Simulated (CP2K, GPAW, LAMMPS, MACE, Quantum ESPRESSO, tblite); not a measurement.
# CP2K on amorphous Ge (65 atoms): settings against a plane-wave reference, part 2 of 3

Aim: run amorphous Ge (65 atoms) in CP2K and see how near its forces come to a plane-wave reference, and at what cost.

Program: CP2K 2026.2; the method stands at each step. Banners, paths, timers and routine set-up lines are dropped from the logs unmarked, and long logs keep their key lines alone; longer cuts are marked.

So far. Step 2 (PBE, DZVP-UZH, 350/50 Ry, diagonalisation): Forces lie 16 % from the reference's, at 0.17 times its CPU time (on 2 against 1 cores). Step 3 (PBE, TZV2P-UZH, 350/50 Ry, diagonalisation): Against the first run (16 %), the force difference from the reference is 6.6 %, at 2.9 times the CPU time (on 4 against 2 cores), with 1885 basis functions against 845: the larger basis brings the forces nearer.

## Step 4: PBE, TZVP-MOLOPT (SR for Ge), 350/50 Ry, diagonalisation

Method: Kohn-Sham DFT, PBE, GTH-PBE pseudopotentials, Gaussian and plane waves, TZVP-MOLOPT-GTH, diagonalisation.

Input file input.inp:

```
&GLOBAL
  PROJECT cell
  RUN_TYPE ENERGY_FORCE
  PRINT_LEVEL LOW
&END GLOBAL
&FORCE_EVAL
  METHOD QS
  STRESS_TENSOR ANALYTICAL
  &DFT
    BASIS_SET_FILE_NAME BASIS_MOLOPT
    BASIS_SET_FILE_NAME BASIS_MOLOPT_UCL
    POTENTIAL_FILE_NAME GTH_POTENTIALS
    &MGRID
      CUTOFF 350
      REL_CUTOFF 50
    &END MGRID
    &QS
      EPS_DEFAULT 1.0E-12
    &END QS
    &SCF
      SCF_GUESS ATOMIC
      EPS_SCF 5.0E-06
      MAX_SCF 200
      ADDED_MOS 29
      &DIAGONALIZATION
        ALGORITHM STANDARD
      &END DIAGONALIZATION
      &SMEAR ON
        METHOD FERMI_DIRAC
        ELECTRONIC_TEMPERATURE [K] 580
      &END SMEAR
      &MIXING
        METHOD BROYDEN_MIXING
        ALPHA 0.15
        NBROYDEN 12
      &END MIXING
      &PRINT
        &RESTART OFF
        &END RESTART
      &END PRINT
    &END SCF
    &XC
      &XC_FUNCTIONAL PBE
      &END XC_FUNCTIONAL
    &END XC
    &PRINT
      &MULLIKEN ON
      &END MULLIKEN
      &HIRSHFELD ON
        SHAPE_FUNCTION DENSITY
      &END HIRSHFELD
      &MO ON
        EIGENVALUES T
        OCCUPATION_NUMBERS T
        MO_INDEX_RANGE 119 142
        &EACH
          QS_SCF 0
        &END EACH
        ADD_LAST NUMERIC
      &END MO
    &END PRINT
  &END DFT
  &SUBSYS
    &CELL
      A 11.61260 0.00000 0.00000
      B 0.00000 11.61260 0.00000
      C 0.00000 0.00000 11.61260
    &END CELL
    &TOPOLOGY
      COORD_FILE_NAME structure.xyz
      COORD_FILE_FORMAT XYZ
    &END TOPOLOGY
    &KIND Ge
      BASIS_SET TZVP-MOLOPT-SR-GTH-q4
      POTENTIAL GTH-PBE-q4
    &END KIND
  &END SUBSYS
  &PRINT
    &FORCES ON
    &END FORCES
    &STRESS_TENSOR ON
    &END STRESS_TENSOR
  &END PRINT
&END FORCE_EVAL
```

Input file structure.xyz:

```xyz
65

Ge 2.50008 1.08276 8.37408
Ge 1.69428 0.47426 2.11361
Ge 9.83309 3.81218 7.31513
Ge 4.98041 11.35155 10.69195
Ge 11.50809 8.03975 10.76674
Ge 11.13021 10.98912 2.17016
Ge 7.82387 11.56150 7.15615
Ge 10.53031 4.10122 9.67306
Ge 2.47952 4.16753 1.06058
Ge 0.47948 6.44604 6.89115
Ge 1.86696 8.00097 2.69261
Ge 8.37698 1.93698 0.17907
Ge 0.94376 0.31656 10.11783
Ge 6.04517 2.06124 3.34942
Ge 8.66730 5.83173 1.68058
Ge 7.67895 2.53491 7.21456
Ge 7.06534 5.65371 9.69594
Ge 2.08934 8.60970 0.25815
Ge 5.55686 11.21661 6.37741
Ge 6.40412 6.78989 1.88391
[... 41 atom lines left out ...]
Ge 10.77266 10.07753 9.51211
Ge 3.67434 8.43052 8.12058
Ge 2.89293 9.28300 4.55609
Ge 7.14837 8.69319 3.30297
```

On the command line:

```
OMP_NUM_THREADS=1 mpirun -np 4 cp2k.psmp -i input.inp > output.txt
```

Numbers of over 12 decimals in the logs are rounded to 6 here.

What it wrote:

```text
CP2K| version string:                                       CP2K version 2026.2
 CP2K| Input file name                                                 input.inp
 GLOBAL| Basis set file name                                        BASIS_MOLOPT
 GLOBAL| Potential file name                                      GTH_POTENTIALS
[... lines left out ...]
 Number of electrons:                                                        260
[... lines left out ...]
  Step     Update method      Time    Convergence         Total energy    Change
[... lines left out ...]
  *** SCF run converged in    14 steps ***
[... lines left out ...]
  Fermi energy:                                                 0.138954
  Total energy:                                              -255.053803
  Total energy (extrapolated to T->0):                       -255.051512
[... lines left out ...]
 MO| E(Fermi):            0.138954 a.u.          3.781128 eV
[... lines left out ...]
 ENERGY| Total FORCE_EVAL ( QS ) energy [hartree]           -255.054077
[... lines left out ...]
 FORCES|      1 -3.10938768E-04  2.13195855E-03 -6.06271925E-03   6.43416621E-03
 FORCES|      2  4.59975672E-03  1.84774653E-03  2.46991113E-03   5.53826599E-03
 FORCES|      3 -1.39990234E-03  5.50108817E-03  1.06488424E-02   1.20672922E-02
[...]
FORCES|     64  5.74108954E-03 -3.13237190E-03 -5.03804117E-04   6.55939642E-03
 FORCES|     65  2.72582421E-03  3.98825236E-03 -4.65020818E-03   6.70527484E-03
 FORCES| Sum    -5.36232718E-07 -2.44027197E-07  1.66586413E-07
 FORCES| Total atomic force                                       6.12246547E-07
 STRESS| Analytical stress tensor [bar]
 STRESS|                        x                   y                   z
 STRESS|      x        3.22527603261E+04   1.12174187007E+04   1.38812858995E+04
 STRESS|      y        1.12174187007E+04   1.46688903327E+04  -2.37016092016E+03
 STRESS|      z        1.38812858995E+04  -2.37016092016E+03   1.15526994984E+04
 STRESS| 1/3 Trace                                             1.94914500524E+04
```

Elapsed: 29 s, on 4 MPI ranks of Arm Neoverse V1, shared host; peak memory 3.6 GiB.

Compared with the plane-wave run:

```yaml
r_m_s_force_component: 0.189 eV/Å
r_m_s_difference_of_force_components: 16.03 meV/Å
longest_difference_of_force_vectors: 55.62 meV/Å
force_difference_over_r_m_s_force: 8.656 %
slope_of_forces_against_the_reference_s: 1.018
correlation_of_force_components: 0.9966
pressure: 1.949 GPa
pressure_difference: 0.6844 GPa
```

Against the first run (16 %), the force difference from the reference is 8.7 %, at 0.79 times the CPU time (on 4 against 2 cores), with 1105 basis functions against 845; this set comes with other potentials too, so the change isn't the basis's alone.

## Step 5: PBE, DZVP-UZH, 489/50 Ry, diagonalisation

Method: Kohn-Sham DFT, PBE, GTH-PBE pseudopotentials, Gaussian and plane waves, DZVP-MOLOPT (UZH set), diagonalisation.

input.inp, as its differences from that of step 4:

```diff
@@ -9,7 +9,6 @@
   &DFT
-    BASIS_SET_FILE_NAME BASIS_MOLOPT
-    BASIS_SET_FILE_NAME BASIS_MOLOPT_UCL
-    POTENTIAL_FILE_NAME GTH_POTENTIALS
+    BASIS_SET_FILE_NAME BASIS_MOLOPT_UZH
+    POTENTIAL_FILE_NAME POTENTIAL_UZH
     &MGRID
-      CUTOFF 350
+      CUTOFF 489
       REL_CUTOFF 50
@@ -68,8 +67,32 @@
     &END CELL
-    &TOPOLOGY
-      COORD_FILE_NAME structure.xyz
-      COORD_FILE_FORMAT XYZ
-    &END TOPOLOGY
+    &COORD
+      SCALED
+      Ge 0.21529 0.09324 0.72112
+      Ge 0.14590 0.04084 0.18201
+      Ge 0.84676 0.32828 0.62993
+      Ge 0.42888 0.97752 0.92072
+      Ge 0.99100 0.69233 0.92716
+      Ge 0.95846 0.94631 0.18688
+      Ge 0.67374 0.99560 0.61624
+      Ge 0.90680 0.35317 0.83298
+      Ge 0.21352 0.35888 0.09133
+      Ge 0.04129 0.55509 0.59342
+      Ge 0.16077 0.68899 0.23187
+      Ge 0.72137 0.16680 0.01542
+      Ge 0.08127 0.02726 0.87128
+      Ge 0.52057 0.17750 0.28843
+      Ge 0.74637 0.50219 0.14472
+      Ge 0.66126 0.21829 0.62127
+      Ge 0.60842 0.48686 0.83495
+      Ge 0.17992 0.74141 0.02223
+      Ge 0.47852 0.96590 0.54918
+      Ge 0.55148 0.58470 0.16223
+[... 41 atom lines left out ...]
+      Ge 0.92767 0.86781 0.81912
+      Ge 0.31641 0.72598 0.69929
+      Ge 0.24912 0.79939 0.39234
+      Ge 0.61557 0.74860 0.28443
+    &END COORD
     &KIND Ge
-      BASIS_SET TZVP-MOLOPT-SR-GTH-q4
+      BASIS_SET DZVP-MOLOPT-PBE-GTH-q4
       POTENTIAL GTH-PBE-q4
```

What it wrote:

```text
CP2K| version string:                                       CP2K version 2026.2
 CP2K| Input file name                                                 input.inp
 GLOBAL| Basis set file name                                    BASIS_MOLOPT_UZH
 GLOBAL| Potential file name                                       POTENTIAL_UZH
 GLOBAL| Run type                                                   ENERGY_FORCE
 GLOBAL| Total number of message passing processes                             4
 GLOBAL| Number of threads for this process                                    1
[... lines left out ...]
                        Smear method:                                FERMI_DIRAC
[... lines left out ...]
 Number of electrons:                                                        260
[... lines left out ...]
  Step     Update method      Time    Convergence         Total energy    Change
[... lines left out ...]
  *** SCF run converged in    16 steps ***
[... lines left out ...]
  Fermi energy:                                                 0.140059
  Total energy:                                              -254.915542
  Total energy (extrapolated to T->0):                       -254.913257
[... lines left out ...]
 MO| E(Fermi):            0.140059 a.u.          3.811209 eV
[... lines left out ...]
     65       Ge     1       4.000          3.977                         0.023
  Total Charge                                                           -0.000
 !-----------------------------------------------------------------------------!
 ENERGY| Total FORCE_EVAL ( QS ) energy [hartree]           -254.915448
 FORCES| Atomic forces [hartree/bohr]
 FORCES|   Atom     x               y               z               |f|
 FORCES|      1 -8.84027072E-04  2.36170595E-03 -5.78594171E-03   6.31159887E-03
 FORCES|      2  5.16008820E-03  1.77523940E-03  2.92079825E-03   6.18943031E-03
 FORCES|      3 -1.26861840E-03  4.15067745E-03  1.16215691E-02   1.24055787E-02
[...]
FORCES|     64  5.80087393E-03 -3.12543077E-03 -1.17082713E-03   6.69248026E-03
 FORCES|     65  1.68902649E-03  4.20354443E-03 -4.26047746E-03   6.21886359E-03
 FORCES| Sum    -4.86920049E-07  1.39812501E-07  3.92650366E-07
 FORCES| Total atomic force                                       6.40946939E-07
 STRESS| Analytical stress tensor [bar]
 STRESS|                        x                   y                   z
 STRESS|      x        3.32041835052E+04   1.13333840063E+04   1.41635684171E+04
 STRESS|      y        1.13333840063E+04   1.50925424083E+04  -2.45294318095E+03
 STRESS|      z        1.41635684171E+04  -2.45294318095E+03   1.21835511421E+04
 STRESS| 1/3 Trace                                             2.01600923519E+04
```

Wall time 51 s (4 MPI ranks); peak memory 4.9 GiB.

Compared with the plane-wave run:

| Item | Value |
| --- | --- |
| r.m.s. force component | 0.1912 eV/Å |
| r.m.s. difference of force components | 29.21 meV/Å |
| longest difference of force vectors | 98.97 meV/Å |
| force difference over r.m.s. force | 15.78 % |
| slope of forces against the reference's | 1.021 |
| correlation of force components | 0.9885 |
| pressure | 2.016 GPa |
| pressure difference | 0.7513 GPa |
| energy less the same-level run's | 0.0002 meV/atom |
| r.m.s. force difference from the same-level run | 0.028 meV/Å |

Against the first run (16 %), the force difference from the reference is 16 %, at 1.4 times the CPU time (on 4 against 2 cores): the change moves forces by 0.028 meV/Å r.m.s., so most of the difference comes from elsewhere.

## Step 6: RPBE, PBE potentials, DZVP-UZH, 350/50 Ry, diagonalisation

Method: Kohn-Sham DFT, RPBE, GTH-PBE pseudopotentials, Gaussian and plane waves, DZVP-MOLOPT (UZH set), diagonalisation.

input.inp, as its differences from that of step 5:

```diff
@@ -12,3 +12,3 @@
     &MGRID
-      CUTOFF 489
+      CUTOFF 350
       REL_CUTOFF 50
@@ -41,3 +41,7 @@
     &XC
-      &XC_FUNCTIONAL PBE
+      &XC_FUNCTIONAL
+        &GGA_X_RPBE
+        &END GGA_X_RPBE
+        &GGA_C_PBE
+        &END GGA_C_PBE
       &END XC_FUNCTIONAL
```

On the command line:

```
OMP_NUM_THREADS=2 cp2k.psmp -i input.inp > output.txt
```

What it wrote:

```text
CP2K| version string:                                       CP2K version 2026.2
 CP2K| Input file name                                                 input.inp
 GLOBAL| Basis set file name                                    BASIS_MOLOPT_UZH
 GLOBAL| Potential file name                                       POTENTIAL_UZH
 GLOBAL| Run type                                                   ENERGY_FORCE
 GLOBAL| Total number of message passing processes                             1
 GLOBAL| Number of threads for this process                                    2
 TOTAL NUMBERS AND MAXIMUM NUMBERS
  Total number of            - Atomic kinds:                                   1
                             - Atoms:                                         65
[... lines left out ...]
                        Smear method:                                FERMI_DIRAC
[... lines left out ...]
 Number of electrons:                                                        260
[... lines left out ...]
  Step     Update method      Time    Convergence         Total energy    Change
[... lines left out ...]
  *** SCF run converged in    17 steps ***
[... lines left out ...]
  Fermi energy:                                                 0.140908
  Total energy:                                              -255.152070
  Total energy (extrapolated to T->0):                       -255.149792
[... lines left out ...]
 MO| E(Fermi):            0.140908 a.u.          3.834309 eV
[... lines left out ...]
 !-----------------------------------------------------------------------------!
 !-----------------------------------------------------------------------------!
                           Hirshfeld Charges
  #Atom  Element  Kind  Ref Charge     Population                    Net charge
      1       Ge     1       4.000          4.012                        -0.012
      2       Ge     1       4.000          4.011                        -0.011
      3       Ge     1       4.000          3.997                         0.003
[...]
64       Ge     1       4.000          3.995                         0.005
     65       Ge     1       4.000          3.977                         0.023
  Total Charge                                                           -0.000
 !-----------------------------------------------------------------------------!
 ENERGY| Total FORCE_EVAL ( QS ) energy [hartree]           -255.151975
 FORCES| Atomic forces [hartree/bohr]
 FORCES|   Atom     x               y               z               |f|
 FORCES|      1 -1.00820979E-03  2.03295775E-03 -5.73975235E-03   6.17204677E-03
 FORCES|      2  4.63125961E-03  1.68907675E-03  2.84672628E-03   5.69257379E-03
 FORCES|      3 -1.25567644E-03  3.84558769E-03  1.15913048E-02   1.22769547E-02
[...]
FORCES|     64  5.78593136E-03 -3.13826692E-03 -1.15849016E-03   6.68339886E-03
 FORCES|     65  1.63289295E-03  3.94396810E-03 -4.37401675E-03   6.11173022E-03
 FORCES| Sum     3.99828188E-06  6.86284205E-06  3.92793464E-06
 FORCES| Total atomic force                                       8.86078606E-06
 STRESS| Analytical stress tensor [bar]
 STRESS|                        x                   y                   z
 STRESS|      x        3.70803224373E+04   1.16401230214E+04   1.45332816205E+04
 STRESS|      y        1.16401230214E+04   1.87257273563E+04  -2.41548347448E+03
 STRESS|      z        1.45332816205E+04  -2.41548347448E+03   1.55768834425E+04
 STRESS| 1/3 Trace                                             2.37943110787E+04
```

It took 83 s on 2 threads; peak memory 2.1 GiB.

Compared with the plane-wave run:

```yaml
r_m_s_force_component: 0.1888 eV/Å
r_m_s_difference_of_force_components: 29.67 meV/Å
longest_difference_of_force_vectors: 108.6 meV/Å
force_difference_over_r_m_s_force: 16.03 %
slope_of_forces_against_the_reference_s: 1.007
correlation_of_force_components: 0.9876
pressure: 2.379 GPa
pressure_difference: 1.115 GPa
```

Against the first run (16 %), the force difference from the reference is 16 %, at 1.0 times the CPU time; the model has changed, so this is no error of the program alone.

## Step 7: PBE+rVV10L, DZVP-UZH, 350/50 Ry, diagonalisation

Method: Kohn-Sham DFT, PBE+rVV10 (b = 10, rVV10L), GTH-PBE pseudopotentials, Gaussian and plane waves, DZVP-MOLOPT (UZH set), diagonalisation.

input.inp, as its differences from that of step 6:

```diff
@@ -41,8 +41,12 @@
     &XC
-      &XC_FUNCTIONAL
-        &GGA_X_RPBE
-        &END GGA_X_RPBE
-        &GGA_C_PBE
-        &END GGA_C_PBE
+      &XC_FUNCTIONAL PBE
       &END XC_FUNCTIONAL
+      &VDW_POTENTIAL
+        POTENTIAL_TYPE NON_LOCAL
+        &NON_LOCAL
+          TYPE RVV10
+          KERNEL_FILE_NAME rVV10_kernel_table.dat
+          PARAMETERS 10.0 0.0093
+        &END NON_LOCAL
+      &END VDW_POTENTIAL
     &END XC
@@ -72,3 +76,2 @@
     &COORD
-      SCALED
 [... 65 atom lines left out: the same atoms as in the first run ...]
```

What it wrote:

```text
CP2K| version string:                                       CP2K version 2026.2
 CP2K| Input file name                                                 input.inp
 GLOBAL| Basis set file name                                    BASIS_MOLOPT_UZH
 GLOBAL| Potential file name                                       POTENTIAL_UZH
 GLOBAL| Run type                                                   ENERGY_FORCE
 GLOBAL| Total number of message passing processes                             1
 GLOBAL| Number of threads for this process                                    2
[... lines left out ...]
                        Smear method:                                FERMI_DIRAC
[... lines left out ...]
 Number of electrons:                                                        260
[... lines left out ...]
  Step     Update method      Time    Convergence         Total energy    Change
[... lines left out ...]
  *** SCF run converged in    16 steps ***
[... lines left out ...]
  Fermi energy:                                                 0.139757
  Total energy:                                              -254.768294
  Total energy (extrapolated to T->0):                       -254.766003
[... lines left out ...]
 MO| E(Fermi):            0.139757 a.u.          3.802986 eV
[... lines left out ...]
     65       Ge     1       4.000          3.977                         0.023
  Total Charge                                                           -0.000
 !-----------------------------------------------------------------------------!
 ENERGY| Total FORCE_EVAL ( QS ) energy [hartree]           -254.768250
 FORCES| Atomic forces [hartree/bohr]
 FORCES|   Atom     x               y               z               |f|
 FORCES|      1 -8.48841713E-04  2.69832360E-03 -5.75382057E-03   6.41154690E-03
 FORCES|      2  5.75477033E-03  1.89389524E-03  3.04084532E-03   6.77871381E-03
 FORCES|      3 -1.28359121E-03  4.14687659E-03  1.17253575E-02   1.25031276E-02
[...]
FORCES|     64  5.88067869E-03 -3.16679006E-03 -1.33315898E-03   6.81089231E-03
 FORCES|     65  1.53037063E-03  4.52643317E-03 -4.15850472E-03   6.33433446E-03
 FORCES| Sum    -1.14440709E-07  7.02451071E-08  2.07003779E-07
 FORCES| Total atomic force                                       2.46742002E-07
 STRESS| Analytical stress tensor [bar]
 STRESS|                        x                   y                   z
 STRESS|      x        3.01806707658E+04   1.11287583958E+04   1.38408095267E+04
 STRESS|      y        1.11287583958E+04   1.22787364513E+04  -2.48854986332E+03
 STRESS|      z        1.38408095267E+04  -2.48854986332E+03   9.54703772260E+03
 STRESS| 1/3 Trace                                             1.73354816466E+04
```

Run time: 3.1 min. Hardware: 2 threads; peak memory 3.9 GiB; 5.4 min of CPU time.

Compared with the plane-wave run:

* r.m.s. force component: 0.1949 eV/Å
* r.m.s. difference of force components: 36.03 meV/Å
* longest difference of force vectors: 123.3 meV/Å
* force difference over r.m.s. force: 19.46 %
* slope of forces against the reference's: 1.035
* correlation of force components: 0.9833
* pressure: 1.734 GPa
* pressure difference: 0.4688 GPa

Against the first run (16 %), the force difference from the reference is 19 %, at 2.2 times the CPU time; the model has changed, so this is no error of the program alone.

(Part 2 of 3 ends here.)

[Also dropped from logs without a mark: logging warnings of Python, and SIESTA's first energy breakdown and zero terms.]

[Logs are printed without paths, hosts, clocks, repeated set-up lines and the standing remarks that a program may print on its own settings, such as how far it seeks lower states.]

[Hosts, paths, dates, database ids (printed as entryN), source tags and the programs' standing remarks are cut or masked in the printed files.]
